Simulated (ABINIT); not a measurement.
# InSbSe3 (Pm-3m): from the cell to the phonon bands, part 4 of 5

How does InSbSe3 (Pm-3m) vibrate, and is this structure a minimum?

ABINIT 10.8.3; DFT LDA, scalar-relativistic, plane waves, HGH norm-conserving pseudopotentials.

So far. Step 6 (Linear response at Γ): The acoustic modes at Γ come out as far as 3.2 cm⁻¹ from zero, where they should vanish, a small numerical error. The lowest optical mode is imaginary, 101i cm⁻¹, an instability at this level and on this k mesh. Step 7 (Zone-centre analysis): The rule moves no optical mode by more than 0.2 cm⁻¹. The relaxed cell has a = 5.214 Å (conventional setting).

The structure was built from a prototype and need not be the compound's stable phase.

## (8) Linear response on the mesh

Linear response treats each wavevector in the unit cell, with no supercell; the 2×2×2 mesh fixes the range of the force constants to be had.

Input file dfpt_q.abi:

```
ndtset 3

# wavevectors
qpt1 0.5 0.0 0.0
qpt2 0.5 0.5 0.0
qpt3 0.5 0.5 0.5

# displacements
getwfk_filepath "gso_WFK"
getwfq_filepath "gso_WFK"
kptopt 3
nqpt 1
rfphon 1
rfatpol 1 5
rfdir 1 1 1
tolvrs 1.0d-10
prtwf 0

# basis, mesh and filling
ecut 20.0
ixc 7
ngkpt 4 4 4
nshiftk 1
shiftk 0.0 0.0 0.0
istwfk *1
occopt 6
tsmear 0.01
nband 20
nstep 100
diemac 1000000.0
prtebands 0
prtgsr 0
useylm 1

# cell and atoms
acell 3*1.0 Angstrom
rprim 
    5.213795305 0.0 0.0
    0.0 5.213795305 0.0
    0.0 0.0 5.213795305
ntypat 3
znucl 49 51 34
natom 5
typat 1 2 3 3 3
xred 
    0.0 0.0 0.0
    0.5 0.5 0.5
    0.5 0.5 0.0
    0.5 0.0 0.5
    0.0 0.5 0.5
pp_dirpath "./pseudo"
pseudos "In.hgh, Sb.hgh, Se.hgh"
```

The run is started by

```sh
> OMP_NUM_THREADS=1 mpirun -n 4 abinit dfpt_q.abi > dfpt_q.log
```

Numbers of over 12 decimals in the logs are rounded to 6 here.

dfpt_q.abo, the main output file:

```text
[banners, grids, parts of the stress and lines that vanish by symmetry left out]
- input  file    -> dfpt_q.abi
- output file    -> dfpt_q.abo
- root for input  files -> dfpt_qi
[...]
DATASET    1 : space group Pm -3 m (#221); Bravais cP (primitive cubic)
[...]
nfft =       64000          nkpt =          64
[...]
DATASET    2 : space group Pm -3 m (#221); Bravais cP (primitive cubic)
[...]
nfft =       64000          nkpt =          64
[...]
DATASET    3 : space group Pm -3 m (#221); Bravais cP (primitive cubic)
[...]
nfft =       64000          nkpt =          64
[...]
== DATASET  1 ==================================================================
[...]
cutoff_energies: {ecut:  20.0, pawecutdg:  -1.0, }
[...]
Exchange-correlation functional for the present dataset will be:
  LDA: Perdew-Wang 92 LSD fit to Ceperley-Alder data - ixc=7
[...]
Perturbation : displacement of atom   1   along direction   1
[...]
-ETOT  1   2187.6099968363      2.119E+03 7.030E-01 1.823E+07
 ETOT  2   1637.6042506990     -5.500E+02 8.365E-01 1.107E+07
 ETOT  3   63.474703793869     -1.574E+03 7.814E-02 5.073E+05
 ETOT  4  0.918401     -6.256E+01 1.384E-02 1.234E+04
 ETOT  5 -0.414004     -1.332E+00 9.139E-04 6.690E+01
[...]
At SCF step   15       vres2   =  4.47E-12 < tolvrs=  1.00E-10 =>converged.
[...]
Perturbation : displacement of atom   1   along direction   2
[...]
-ETOT  1   8.523140     -4.667E+01 4.489E-01 2.178E+04
[...]
At SCF step   12       vres2   =  4.05E-12 < tolvrs=  1.00E-10 =>converged.
[...]
Perturbation : displacement of atom   2   along direction   1
[...]
-ETOT  1   4762.0060022988      4.516E+03 2.452E+00 3.535E+07
[...]
At SCF step   15       vres2   =  1.18E-11 < tolvrs=  1.00E-10 =>converged.
[...]
Perturbation : displacement of atom   2   along direction   2
[...]
-ETOT  1   127.90095914351     -8.091E+01 1.296E+00 2.520E+05
[...]
At SCF step   12       vres2   =  1.00E-10 < tolvrs=  1.00E-10 =>converged.
[...]
Perturbation : displacement of atom   3   along direction   1
[...]
-ETOT  1   5038.3515669162      4.413E+03 3.370E+00 4.154E+07
[...]
Perturbation : displacement of atom   3   along direction   2
[...]
-ETOT  1   250.56956260528     -3.217E+02 1.343E+00 5.000E+05
[...]
Perturbation : displacement of atom   3   along direction   3
[...]
-ETOT  1   425.52859042982     -1.464E+02 1.503E+00 7.814E+05
[...]
Perturbation : displacement of atom   5   along direction   1
[...]
-ETOT  1   12938.529663382      1.231E+04 7.565E+00 1.067E+08
[...]
Perturbation : displacement of atom   5   along direction   2
[...]
-ETOT  1   230.86166210234     -3.414E+02 3.759E+00 4.562E+05
[...]
Phonon wavevector (reduced coordinates) :  0.50000  0.00000  0.00000
 Phonon energies in Hartree :
[...]
Phonon frequencies in cm-1    :
- -9.696799E+01 -8.950030E+01 -8.654406E+01 -8.654406E+01 -8.597344E+01
- -8.597344E+01 -3.686682E+01 -3.686682E+01 -3.214300E+01 -1.589469E+01
- -1.589469E+01  1.441178E+02  1.508354E+02  1.508354E+02  1.799216E+02
[...]
== DATASET  2 ==================================================================
[...]
cutoff_energies: {ecut:  20.0, pawecutdg:  -1.0, }
[...]
Exchange-correlation functional for the present dataset will be:
  LDA: Perdew-Wang 92 LSD fit to Ceperley-Alder data - ixc=7
[...]
- 34.00000   6.00000     10605                znucl, zion, pspdat
[...]
Perturbation : displacement of atom   1   along direction   1
[...]
-ETOT  1   46.636396849205     -1.298E+01 2.397E-01 1.620E+05
[...]
Perturbation : displacement of atom   2   along direction   1
[...]
-ETOT  1   934.98654429370      7.139E+02 2.238E+00 2.631E+06
[...]
Perturbation : displacement of atom   3   along direction   1
[...]
-ETOT  1   539.28808955101     -5.066E+01 1.673E+00 1.651E+06
[...]
At SCF step   12       vres2   =  8.64E-11 < tolvrs=  1.00E-10 =>converged.
[...]
Perturbation : displacement of atom   3   along direction   3
[...]
-ETOT  1   1179.9439179865      5.904E+02 2.474E+00 3.556E+06
[...]
ETOT 12   8.791609     -9.322E-12 1.619E-13 5.504E-10
 ETOT 13   8.791609      6.139E-12 5.486E-15 8.429E-12
 At SCF step   13       vres2   =  8.43E-12 < tolvrs=  1.00E-10 =>converged.
[...]
Phonon wavevector (reduced coordinates) :  0.50000  0.50000  0.50000
 Phonon energies in Hartree :
[...]
Phonon frequencies in cm-1    :
- -1.094869E+02 -1.094869E+02 -1.094869E+02 -7.995122E+01 -7.995122E+01
- -7.995122E+01 -2.826038E+01 -2.826038E+01 -2.826038E+01  1.587224E+02
-  1.587224E+02  1.587224E+02  1.616366E+02  1.616366E+02  1.966536E+02
[...]
strten2     0.0000000000E+00  0.0000000000E+00  0.0000000000E+00
           strten3     0.0000000000E+00  0.0000000000E+00  0.0000000000E+00
================================================================================
```

Elapsed: 15 min, on 4 MPI ranks of Arm Neoverse V1, shared host; 59 min of CPU time.

Numbers from this step:

```
lowest mode on the q mesh (acoustic ones at the zone centre apart) : -109.5 cm⁻¹
```

Frequencies (cm⁻¹) before the sum rule at the irreducible wavevectors but Γ, which is solved apart; negative means imaginary. Frequencies by wavevector:

```
q (fractions)  star  mode 1  mode 2  mode 3  mode 4  mode 13  mode 14  mode 15
      0.5 0 0     3  -96.97   -89.5  -86.54  -86.54    150.8    150.8    179.9
    0.5 0.5 0     3  -103.6  -103.6  -93.03  -79.68    160.4    162.4    175.1
  0.5 0.5 0.5     1  -109.5  -109.5  -109.5  -79.95    161.6    161.6    196.7
```

## (9) Dispersion

anaddb transforms the dynamical matrices to force constants and back along the path; points of the mesh come back as solved, but for the sum rule and, in polar crystals, the LO-TO term at Γ; the rest is interpolation.

Input file anaddb.abi:

```
ddb_filepath "all_DDB"
output_file "anaddb.abo"
outdata_prefix "anaddb"
ifcflag 1
ngqpt 2 2 2
nqshft 1
q1shft 0.0 0.0 0.0
asr 1
chneut 0
dipdip 0
dipquad 0
quadquad 0
enunit 0
eivec 0
nph1l 62
qph1l 
    0.0 0.0 0.0 1.0
    0.0 0.05 0.0 1.0
    0.0 0.1 0.0 1.0
    0.0 0.15 0.0 1.0
    0.0 0.2 0.0 1.0
    0.0 0.25 0.0 1.0
    0.0 0.3 0.0 1.0
    0.0 0.35 0.0 1.0
    0.0 0.4 0.0 1.0
    0.0 0.45 0.0 1.0
    0.0 0.5 0.0 1.0
    0.05 0.5 0.0 1.0
    0.1 0.5 0.0 1.0
    0.15 0.5 0.0 1.0
    0.2 0.5 0.0 1.0
    0.25 0.5 0.0 1.0
    0.3 0.5 0.0 1.0
    0.35 0.5 0.0 1.0
    0.4 0.5 0.0 1.0
    0.45 0.5 0.0 1.0
    0.5 0.5 0.0 1.0
    0.45 0.45 0.0 1.0
    0.4 0.4 0.0 1.0
    0.35 0.35 0.0 1.0
    0.3 0.3 0.0 1.0
    0.25 0.25 0.0 1.0
    0.2 0.2 0.0 1.0
    0.15 0.15 0.0 1.0
    0.1 0.1 0.0 1.0
    0.05 0.05 0.0 1.0
    0.0 0.0 0.0 1.0
    0.05 0.05 0.05 1.0
    0.1 0.1 0.1 1.0
    0.15 0.15 0.15 1.0
    0.2 0.2 0.2 1.0
    0.25 0.25 0.25 1.0
    0.3 0.3 0.3 1.0
    0.35 0.35 0.35 1.0
    0.4 0.4 0.4 1.0
    0.45 0.45 0.45 1.0
    0.5 0.5 0.5 1.0
    0.45 0.5 0.45 1.0
    0.4 0.5 0.4 1.0
    0.35 0.5 0.35 1.0
    0.3 0.5 0.3 1.0
    0.25 0.5 0.25 1.0
    0.2 0.5 0.2 1.0
    0.15 0.5 0.15 1.0
    0.1 0.5 0.1 1.0
    0.05 0.5 0.05 1.0
    0.0 0.5 0.0 1.0
    0.5 0.5 0.5 1.0
    0.5 0.5 0.45 1.0
    0.5 0.5 0.4 1.0
    0.5 0.5 0.35 1.0
    0.5 0.5 0.3 1.0
    0.5 0.5 0.25 1.0
    0.5 0.5 0.2 1.0
    0.5 0.5 0.15 1.0
    0.5 0.5 0.1 1.0
    0.5 0.5 0.05 1.0
    0.5 0.5 0.0 1.0
```

Input file mrgddb.in:

```
all_DDB
merged
4
dfpt_gammao_DDB
dfpt_qo_DS1_DDB
dfpt_qo_DS2_DDB
dfpt_qo_DS3_DDB
```

The run is started by

```sh
> mrgddb < mrgddb.in > mrgddb.log
> OMP_NUM_THREADS=1 anaddb anaddb.abi > anaddb.log
```

anaddb.abo, the main output file:

```text
[banners, grids, parts of the stress and lines that vanish by symmetry left out]
-outvars_anaddb: echo values of input variables ----------------------

 Flags :
[...]
Phonon wavevector (reduced coordinates) :  0.00000  0.00000  0.00000
 Phonon energies in Hartree :
[...]
Phonon frequencies in cm-1    :
- -1.006498E+02 -1.006498E+02 -1.006498E+02 -9.283907E+01 -9.283907E+01
- -9.283907E+01 -4.856194E+01 -4.856194E+01 -4.856194E+01  0.000000E+00
-  0.000000E+00  0.000000E+00  1.568614E+02  1.568614E+02  1.568614E+02
[...]
Phonon wavevector (reduced coordinates) :  0.00000  0.05000  0.00000
 Phonon energies in Hartree :
[...]
Phonon frequencies in cm-1    :
- -1.004011E+02 -1.004011E+02 -1.002912E+02 -9.276125E+01 -9.261307E+01
- -9.261307E+01 -4.840819E+01 -4.840819E+01 -4.675580E+01  3.004718E+00
-  3.004718E+00  1.628523E+01  1.567025E+02  1.567025E+02  1.576184E+02
[...]
Phonon wavevector (reduced coordinates) :  0.00000  0.10000  0.00000
 Phonon energies in Hartree :
[...]
Phonon frequencies in cm-1    :
- -9.966894E+01 -9.966894E+01 -9.942198E+01 -9.253505E+01 -9.195872E+01
- -9.195872E+01 -4.795061E+01 -4.795061E+01 -4.299478E+01  5.741074E+00
-  5.741074E+00  3.520846E+01  1.562435E+02  1.562435E+02  1.597727E+02
[...]
Phonon wavevector (reduced coordinates) :  0.00000  0.15000  0.00000
 Phonon energies in Hartree :
[...]
Phonon frequencies in cm-1    :
- -9.849470E+01 -9.849470E+01 -9.845495E+01 -9.218164E+01 -9.094636E+01
- -9.094636E+01 -4.719763E+01 -4.719763E+01 -3.993966E+01  7.925257E+00
-  7.925257E+00  5.596600E+01  1.555351E+02  1.555351E+02  1.629996E+02
[...]
Phonon wavevector (reduced coordinates) :  0.00000  0.20000  0.00000
 Phonon energies in Hartree :
[...]
Phonon frequencies in cm-1    :
- -9.768491E+01 -9.694605E+01 -9.694605E+01 -9.173437E+01 -8.969103E+01
- -8.969103E+01 -4.615653E+01 -4.615653E+01 -3.793714E+01  9.235957E+00
[...]
Phonon wavevector (reduced coordinates) :  0.00000  0.25000  0.00000
 Phonon energies in Hartree :
[...]
Phonon frequencies in cm-1    :
[...]
Phonon wavevector (reduced coordinates) :  0.00000  0.30000  0.00000
 Phonon energies in Hartree :
[...]
Phonon frequencies in cm-1    :
[...]
Phonon wavevector (reduced coordinates) :  0.00000  0.35000  0.00000
 Phonon energies in Hartree :
[...]
Phonon frequencies in cm-1    :
[...]
Phonon wavevector (reduced coordinates) :  0.00000  0.40000  0.00000
 Phonon energies in Hartree :
[...]
Phonon frequencies in cm-1    :
[...]
Phonon wavevector (reduced coordinates) :  0.00000  0.45000  0.00000
 Phonon energies in Hartree :
[...]
Phonon frequencies in cm-1    :
[...]
Phonon wavevector (reduced coordinates) :  0.00000  0.50000  0.00000
 Phonon energies in Hartree :
[...]
Phonon frequencies in cm-1    :
[...]
Phonon wavevector (reduced coordinates) :  0.05000  0.50000  0.00000
 Phonon energies in Hartree :
[...]
Phonon frequencies in cm-1    :
[...]
Phonon wavevector (reduced coordinates) :  0.10000  0.50000  0.00000
 Phonon energies in Hartree :
[...]
Phonon frequencies in cm-1    :
[...]
Phonon wavevector (reduced coordinates) :  0.15000  0.50000  0.00000
 Phonon energies in Hartree :
[...]
Phonon frequencies in cm-1    :
[...]
Phonon wavevector (reduced coordinates) :  0.25000  0.25000  0.25000
 Phonon energies in Hartree :
[...]
Phonon frequencies in cm-1    :
[...]
-  9.839769E+01  1.021312E+02  1.628332E+02  1.628332E+02  1.744820E+02
  Phonon wavevector (reduced coordinates) :  0.30000  0.30000  0.30000
 Phonon energies in Hartree :
[...]
Phonon frequencies in cm-1    :
- -1.000590E+02 -1.000590E+02 -9.831870E+01 -8.352499E+01 -8.352499E+01
- -8.140814E+01 -3.869352E+01 -2.933072E+01 -2.933072E+01  1.164155E+02
-  1.164155E+02  1.205452E+02  1.642172E+02  1.642172E+02  1.810030E+02
  Phonon wavevector (reduced coordinates) :  0.35000  0.35000  0.35000
 Phonon energies in Hartree :
[...]
Phonon frequencies in cm-1    :
- -1.034914E+02 -1.034914E+02 -1.024589E+02 -8.208932E+01 -8.208932E+01
- -8.060165E+01 -3.518257E+01 -2.866297E+01 -2.866297E+01  1.319759E+02
[...]
Phonon wavevector (reduced coordinates) :  0.40000  0.40000  0.40000
 Phonon energies in Hartree :
[...]
Phonon frequencies in cm-1    :
[...]
Phonon wavevector (reduced coordinates) :  0.45000  0.45000  0.45000
 Phonon energies in Hartree :
[...]
Phonon frequencies in cm-1    :
[...]
Phonon wavevector (reduced coordinates) :  0.50000  0.50000  0.50000
 Phonon energies in Hartree :
[...]
Phonon frequencies in cm-1    :
[...]
Phonon wavevector (reduced coordinates) :  0.50000  0.50000  0.05000
 Phonon energies in Hartree :
[...]
Phonon frequencies in cm-1    :
[...]
Phonon wavevector (reduced coordinates) :  0.50000  0.50000  0.00000
 Phonon energies in Hartree :
[...]
Phonon frequencies in cm-1    :
[...]
- -7.724639E+01 -3.920785E+01 -3.327764E+01 -3.327764E+01 -2.668929E+01
-  1.495084E+02  1.495084E+02  1.603750E+02  1.623204E+02  1.750468E+02
-
```

Elapsed: 0.54 s, on 1 thread.

Read from the output:

| Quantity | Value |
| --- | --- |
| lowest frequency on the path | -109.6 cm⁻¹ |

Anaddb. Phonon branches along the path, in cm⁻¹:

```
    point  branch 1  branch 2  branch 3  branch 4  branch 12  branch 13  branch 14  branch 15
        Γ      -101      -101      -101       -93          0        157        157        157
  halfway       -97       -95       -95       -91         95        154        154        171
        X       -97       -90       -87       -87        144        151        151        180
  halfway      -100       -94       -93       -83        147        156        162        176
        M      -104      -104       -93       -80        150        160        162        175
  halfway       -97       -94       -92       -90         98        154        164        170
        Γ      -101      -101      -101       -93          0        157        157        157
  halfway       -97       -97       -95       -85        102        163        163        174
        R      -110      -110      -110       -80        159        162        162        197
  halfway      -100       -99       -98       -84        150        161        164        181
        X       -97       -90       -87       -87        144        151        151        180
jump to R      -110      -110      -110       -80        159        162        162        197
  halfway      -105      -105      -102       -82        154        162        163        187
        M      -104      -104       -93       -80        150        160        162        175
```

The path dips to 110i cm⁻¹.

(Continued in part 5 of 5.)

[Host names and launcher messages were left out of these logs when they were recorded.]

[Logs are printed without paths, hosts, clocks, repeated set-up lines and the standing remarks that a program may print on its own settings, such as how far it seeks lower states.]

[Hosts, paths, dates, database ids (printed as entryN), source tags and the programs' standing remarks are cut or masked in the printed files.]
